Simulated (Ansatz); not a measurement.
# MgO (Periclase, Fm-3m): from the cell to its phonons, part 4 of 4

Aim: the vibrations of MgO (Periclase, Fm-3m), their spectra, and whether the structure is stable.

Ansatz 0.2.0; DFT PBEsol, scalar-relativistic, plane waves, PAW; PAW set soft_1.

So far, highest frequency on the path or at a solved wavevector (cm⁻¹): step 5 (the dispersion) 692. The relaxed cell has a = 4.215 Å (conventional setting).

The database entry behind the starting cell differs from later determinations by our own check (about 0.1 % long), so it need not match the best structure at ambient conditions.

## 6. Finite displacements in a supercell

Finite displacements in a 2×2×2 supercell give force constants from forces alone. They are exact at the wavevectors that the supercell holds, where they check the linear-response result.

Input file input.yaml:

```yaml
crystal:
  lattice:
    - [0.0, 2.1074634062, 2.1074634062]
    - [2.1074634062, 0.0, 2.1074634062]
    - [2.1074634062, 2.1074634062, 0.0]
  atoms:
    - { symbol: Mg, position: [0.0, 0.0, 0.0] }
    - { symbol: O, position: [0.5, 0.5, 0.5] }
kpoints:
  mp_grid: { grid: [8, 8, 8] }
hamiltonian:
  xc: pbesol
  pseudopotentials: { kind: paw, azcp: { folder: soft_1 }, xc_functional: pbe }
scf:
  occupations: { method: fixed }
output:
  eigenvalues: true
phonons:
  method: fd
  supercell: [2, 2, 2]
  temperatures: { t_max: 1000, t_step: 50 }
  qpath:
    path:
      - [[0.0, 0.0, 0.0], [0.5, 0.0, 0.5], [0.625, 0.25, 0.625]]
      - [[0.375, 0.375, 0.75], [0.0, 0.0, 0.0], [0.5, 0.5, 0.5], [0.5, 0.25, 0.75], [0.5, 0.0, 0.5]]
    npoints: 10
  non_analytic_term:
    high_frequency_dielectric_tensor: [[3.2454, 0.0, 0.0], [0.0, 3.2454, 0.0], [0.0, 0.0, 3.2454]]
    born_effective_charges:
      - { species: Mg, tensor: [[1.9804, 0.0, 0.0], [0.0, 1.9804, 0.0], [0.0, 0.0, 1.9804]] }
      - { species: O, tensor: [[-1.9804, 0.0, 0.0], [0.0, -1.9804, 0.0], [0.0, 0.0, -1.9804]] }
    source: "zone-centre run at this cell"
```

Started as:

```console
> ansatz run input.yaml --threads 4 --pin off --max-ram 16384MiB --backend cpu --events-out ev --progress --plain --runs-dir out
```

Numbers of over 12 decimals in the logs are rounded to 6 here.

What it wrote:

```text
[...]
Crystal: 16 atoms, lattice volume = 149.761 Å³
Basis set: ecut = 420 eV, 2891 PW (Γ), exchange–correlation on 80×80×80 points (8 copies of the dense FFT grid, shifted against one another)
Bands: 80, of which v1, the nominal top of the filled ones, is band 64 counted from 1 (63 counted from 0)
Symmetry: 384 space group operations
k-points: 8 of 64
[...]
SCF iter   1: F=—  HF=-19806.992769 eV  |F-HF|=—  |Δ(HF+E_count)|=         —  Δρ=1.52e-8  dr2=9.40e-14  ethr=1.00e-12  ⟨swp⟩=3.0  Hψ=1575  notcnv=0
[...]
SCF iter   2: F=-19806.992769 eV  HF=-19806.992769 eV  |F-HF|=0.00e0  |Δ(HF+E_count)|=    0.00e0  Δρ=5.75e-9  dr2=1.45e-14  ethr=1.00e-12  ⟨swp⟩=2.4  Hψ=1186  notcnv=0
SCF 1 converged in 2 iterations: F = -19806.992769 eV  dr2 = 1.45e-14
[...]
Symmetry: 8 space group operations
k-points: 13 of 64 (time reversal used)
[...]
SCF iter   8: F=-19806.992734 eV  HF=-19806.992734 eV  |F-HF|=0.00e0  |Δ(HF+E_count)|=    0.00e0  Δρ=1.65e-8  dr2=5.26e-13  ethr=1.00e-12  ⟨swp⟩=5.0  Hψ=3879  notcnv=0
SCF 2 converged in 8 iterations: F = -19806.992734 eV  dr2 = 5.26e-13
[...]
SCF iter   7: F=-19806.992736 eV  HF=-19806.992736 eV  |F-HF|=0.00e0  |Δ(HF+E_count)|=  3.64e-12  Δρ=3.33e-8  dr2=9.12e-13  ethr=1.00e-12  ⟨swp⟩=5.0  Hψ=3970  notcnv=0
SCF 3 converged in 7 iterations: F = -19806.992736 eV  dr2 = 9.12e-13
[...]
SCF converged after 2 iterations
Free energy (F): -19806.992769 eV
[...]
Internal energy: -19806.992769 eV  (E = F + TS)
E sigma→0 (E₀):  -19806.992769 eV
Fermi energy:    7.909142 eV
[...]
--- Band table (eV; the first three rows and the last of 8) ---
  k-point 0: bands = [... 60 lower, 7.2551, 7.9091, 7.9091, 7.9091, 12.5297, 15.6490, 15.6490, 15.6490, ... 12 higher]
  k-point 1: bands = [... 60 lower, 7.3443, 7.3443, 7.8057, 7.8057, 13.4490, 15.5669, 16.3372, 16.3372, ... 12 higher]
  k-point 2: bands = [... 60 lower, 7.5680, 7.5680, 7.5680, 7.5680, 14.8837, 14.8837, 17.4559, 17.4559, ... 12 higher]
  k-point 7: bands = [... 60 lower, 7.2920, 7.2920, 7.2920, 7.2920, 16.2909, 16.2909, 16.2909, 16.2909, ... 12 higher]
--- Phonons: 2 displaced members + reference (amplitude 0.0025 Å, Σ member SCF iterations 15) ---
  symmetry images taken by strict's conditions (phonons.symmetry_images: auto; settled by no image being taken that strict refuses)
  ASR residual: 1.548e-4 → 0.000e0 eV/Å²; symmetrization residual: 4.009e-5 eV/Å²
  largest component of a force at the reference: 1.1e-28 eV/Å
  ASR residual per site (eV/Å²): 1.55e-4 5.81e-5
  Γ frequencies (cm⁻¹): 0.00 0.00 0.00 387.18 387.18 387.18
[...]
```

Elapsed: 2.4 s, on 4 threads of AMD EPYC 9R45, shared host; peak memory 0.63 GiB; 8.2 s of CPU time.

Numbers from this step:

| Quantity | Value |
| --- | --- |
| atoms in the supercell | 16 |
| sum-rule residual before enforcement | 1.55e-4 eV/Å² |

Interpolated from a 2×2×2 supercell, rough between the solved points, with the LO-TO term (at Γ the limit along the path; where Γ stands inside the path, tables give the limit on arrival). The phonon branches at the labelled points (cm⁻¹):

```
    point  branch 1  branch 2  branch 3  branch 4  branch 5  branch 6
        Γ         0         0         0       387       387       692
  halfway       216       216       331       410       410       605
        X       284       284       414       436       436       534
  halfway       281       316       410       430       445       524
        U       274       386       396       412       464       496
jump to K       274       386       396       412       464       496
  halfway       218       247       352       354       418       624
        Γ         0         0         0       387       387       692
  halfway       187       187       321       373       373       660
        L       271       271       353       353       537       556
  halfway       278       318       388       421       477       521
        W       338       369       369       422       475       475
  halfway       310       313       405       431       447       514
        X       284       284       414       436       436       534
```

The phonon branches as a text plot (rows in cm⁻¹):

```
    678 |***                      **********
    649 |   *                    *          **
    620 |    **                 *             *
    591 |      **              *               **
    562 |        *           **                  ***
    534 |         ******                         ******       ***
    505 |               *** *                   *   ** **   **
    476 |                 **                   *      *  ***
    447 |           ******  ***                        **   *****
    418 |      *******************            *       * *********
    389 |******  *       ****  *  ********** *      **** * ***
    361 |       *        *  ********        *********    ***
    332 |      *        *    **             *         ********
    303 |             **         *                  **  *     **
    274 |    **  ************  *           *    ********        *
    245 |       *            **** **          **
    216 |   *  *                **           *
    187 |    **                  *        * *
    159 |  *                      ***      *
    130 |   *                     **     **
    101 |  *                        *
     72 | *                          *  **
     43 | *                          *  *
     14 |*                            **
         Γ           X  U|K            Γ         L        W     X
```

Tetrahedra on a 26×26×26 mesh, mean over bins of 10 cm-1. Interpolated from a 2×2×2 supercell, rough between the solved points. Table of phonon density of states by wavenumber; read off at these points:

```
wavenumber (cm⁻¹)  phonon density of states (1/cm⁻¹/cell)
                5                                       0
               35                                  7.0e-5
               75                                  3.6e-4
              105                                  7.5e-4
              135                                 0.00134
              165                                 0.00223
              205                                 0.00428
              235                                 0.00759
              265                                  0.0263
              305                                  0.0121
              335                                  0.0087
              365                                  0.0229
              395                                  0.0325
              425                                  0.0316
              435                                  0.0269
              465                                  0.0101
              495                                 0.00776
              525                                  0.0096
              535                                 0.00865
              565                                 0.00562
              595                                 0.00433
              625                                 0.00344
              665                                 0.00213
              695                                  5.0e-5
```

At Γ the two methods differ by at most 0.0 cm⁻¹.

## 7. What came out

| Item | Value |
| --- | --- |
| space group after relaxation (within 0.01 Å) | Fm-3m |
| volume per atom | 9.36 Å³ |
| gap on the k-mesh | 4.62 eV |
| highest optical mode at the zone centre (no LO-TO term) | 387 cm⁻¹ |
| top of the zone-centre spectrum with the field | 692 cm⁻¹ |
| lowest optical zone-centre mode | 387 cm⁻¹ |
| mean high-frequency dielectric constant | 3.25 |
| mean static dielectric constant | 10.4 |
| largest Born charge (third of the trace) | 1.98 e |
| lowest mode on the q mesh (acoustic modes at Γ apart) | 179 cm⁻¹ |
| highest frequency on the path or at a solved wavevector | 692 cm⁻¹ |
| zero-point energy per atom | 72.2 meV |
| heat capacity at 300 K | 18.7 J/(mol atoms K) |
| vibrational entropy at 300 K | 14.1 J/(mol atoms K) |
| Debye temperature (second moment) | 750 K |
| imaginary modes on the 4×4×4 q mesh | none |

**Reading.** The structure is a minimum as far as tested: no mode is imaginary at the 8 irreducible wavevectors of the 4×4×4 mesh, and the softest away from the acoustic zeros lies at 179 cm⁻¹. Without the field, the optical modes at Γ form one degenerate level at 387 cm⁻¹. With the macroscopic field of the longitudinal modes the top of the zone-centre spectrum lies at 692 cm⁻¹, against 387 cm⁻¹ without it. Lattice motion raises the mean dielectric constant from 3.245 to 10.37. The strongest infrared line is at 387 cm⁻¹. Finite displacements and linear response differ by 0.0 cm⁻¹ in the highest zone-centre mode. The PAW files were made for PBE and serve the other functionals too. These are harmonic frequencies at zero temperature: anharmonic shifts, linewidths and thermal expansion are left out.

Calculation against experiment:

| quantity | measured | PBEsol, PAW; PAW set soft_1 |
| --- | --- | --- |
| lattice constant a (Å) | 4.21322 | 4.215 (+0.0 %) |
| band gap (least gap) (eV) | 7.83 | 4.62 (-3.21 eV) |
| ε∞ (mean of the tensor) | 2.95 | 3.25 (+10.0 %) |
| infrared mode, TO phonon at Gamma (T1u) (cm⁻¹) | 396.5 | 387 (-2.4 %) |

Measured values from pmc:11084758 (2024), arxiv:0908.1581 (2009) and arxiv:0704.2267 (2007).

**Verdict.** The lattice constant a matches within 0.05 %: good agreement. The band gap is off by -3.21 eV: a clear miss. Local and semilocal functionals usually give gaps below the measured ones. Zero-point and thermal motion shift the measured gap. The ε∞ is off by +10.0 %: fair agreement. The infrared mode is off by -2.4 %: good agreement. The grades are ours: good and fair within 0.7 and 1.5 % for the lattice constant a, 7 and 18 % for the ε∞ and 3 and 7 % for the infrared mode. For lattice constants and infrared mode the calculation has a static lattice, without zero-point motion or thermal expansion (measured at up to 295 K).

[Logs are printed without paths, hosts, clocks, repeated set-up lines and the standing remarks that a program may print on its own settings, such as how far it seeks lower states.]

[Hosts, paths, dates, database ids (printed as entryN), source tags and the programs' standing remarks are cut or masked in the printed files.]
